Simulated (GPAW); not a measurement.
# O K edge of Ti6O (P-31m): cell size and cost

How large a supercell does the O K edge of Ti6O (P-31m) need, and what does it cost? The absorber has 6 Ti at 2.08 Å (octahedral, site symmetry -3m).

The runs were made apart and are set side by side; the one with the holes farthest apart serves as the reference. All curves get a further Gaussian of 1.5 eV full width, so that line shapes and meshes matter less.

## Step 1: Cost and result by level

| run | hole distance (Å) | k mesh | core time | raw zero (eV) | zero less the added terms (eV) | r.m.s. from the reference after the best shift (%) |
| --- | --- | --- | --- | --- | --- | --- |
| GPAW LDA, 14 atoms | 5.1 | 6×6×3 | 49 min | 536.1 | 527.3 | 2 |
| GPAW LDA, 21 atoms | 7.0 | 5×5×5 | 43 min | 536.1 | 527.3 | - |

Times are from shared hosts. The zero: total-energy differences, less 8.8 eV, the free-atom term for the hole's spin; LDA puts this hole about 4 eV below PBE, itself good to a few eV.

| E (eV) | GPAW LDA, 14 atoms | GPAW LDA, 21 atoms |
| --- | --- | --- |
| -2.00 | 0.00 | 0.00 |
| -1.25 | 0.02 | 0.02 |
| -0.50 | 0.19 | 0.17 |
| 0.25 | 0.76 | 0.72 |
| 1.00 | 1.78 | 1.76 |
| 1.75 | 2.46 | 2.48 |
| 2.50 | 2.33 | 2.31 |
| 3.25 | 1.87 | 1.89 |
| 4.00 | 1.37 | 1.40 |
| 4.75 | 0.98 | 0.97 |
| 5.50 | 0.73 | 0.73 |
| 6.25 | 0.56 | 0.55 |
| 7.00 | 0.42 | 0.41 |
| 7.75 | 0.40 | 0.39 |
| 8.50 | 0.55 | 0.54 |
| 9.25 | 0.85 | 0.84 |
| 10.00 | 1.07 | 1.10 |
| 10.75 | 1.07 | 1.13 |
| 11.50 | 0.90 | 0.93 |
| 12.25 | 0.76 | 0.74 |
| 13.00 | 0.72 | 0.68 |
| 13.75 | 0.76 | 0.71 |
| 14.50 | 0.80 | 0.77 |
| 15.25 | 0.83 | 0.82 |
| 16.00 | 0.83 | 0.85 |
| 16.75 | 0.82 | 0.84 |
| 17.50 | 0.80 | 0.82 |
| 18.25 | 0.77 | 0.78 |
| 19.00 | 0.72 | 0.73 |
| 19.75 | 0.70 | 0.71 |
| 20.50 | 0.72 | 0.73 |
| 21.25 | 0.77 | 0.79 |
| 22.00 | 0.84 | 0.85 |
| 22.75 | 0.89 | 0.89 |
| 23.50 | 0.91 | 0.90 |
| 24.25 | 0.90 | 0.88 |
| 25.00 | 0.87 | 0.84 |
| 25.75 | 0.82 | 0.80 |
| 26.50 | 0.77 | 0.76 |
| 27.25 | 0.74 | 0.73 |
| 28.00 | 0.72 | 0.73 |
| 28.75 | 0.72 | 0.74 |
| 29.50 | 0.74 | 0.75 |
| 30.25 | 0.75 | 0.77 |
| 31.00 | 0.77 | 0.78 |
| 31.75 | 0.79 | 0.80 |

## Step 2: Reading

The smallest cell differs from the reference by 2 % r.m.s. after a shift of 0.0 eV, so it already gives the shape. Its highest intensity below 16 eV lies at 2.0 eV against 1.9 eV. Whether the reference itself is converged wasn't tested.

 Lifetime broadening is put in by hand, and intensities beyond about 20 eV depend on it. Meshes are coarse enough for small ripples in Ti6O (P-31m). No gap over 0.35 eV is found on the unit cell's mesh (right for a metal, a fault of the functional for a small-gap or correlated insulator) in Ti6O (P-31m) and Ti6O (P-31m). Some cells keep the holes under 6.5 Å apart, so shapes are probably not fully converged. The structures are entries of the Crystallography Open Database, used as given.

[Hosts, paths, dates, database ids (printed as entryN), source tags and the programs' standing remarks are cut or masked in the printed files.]
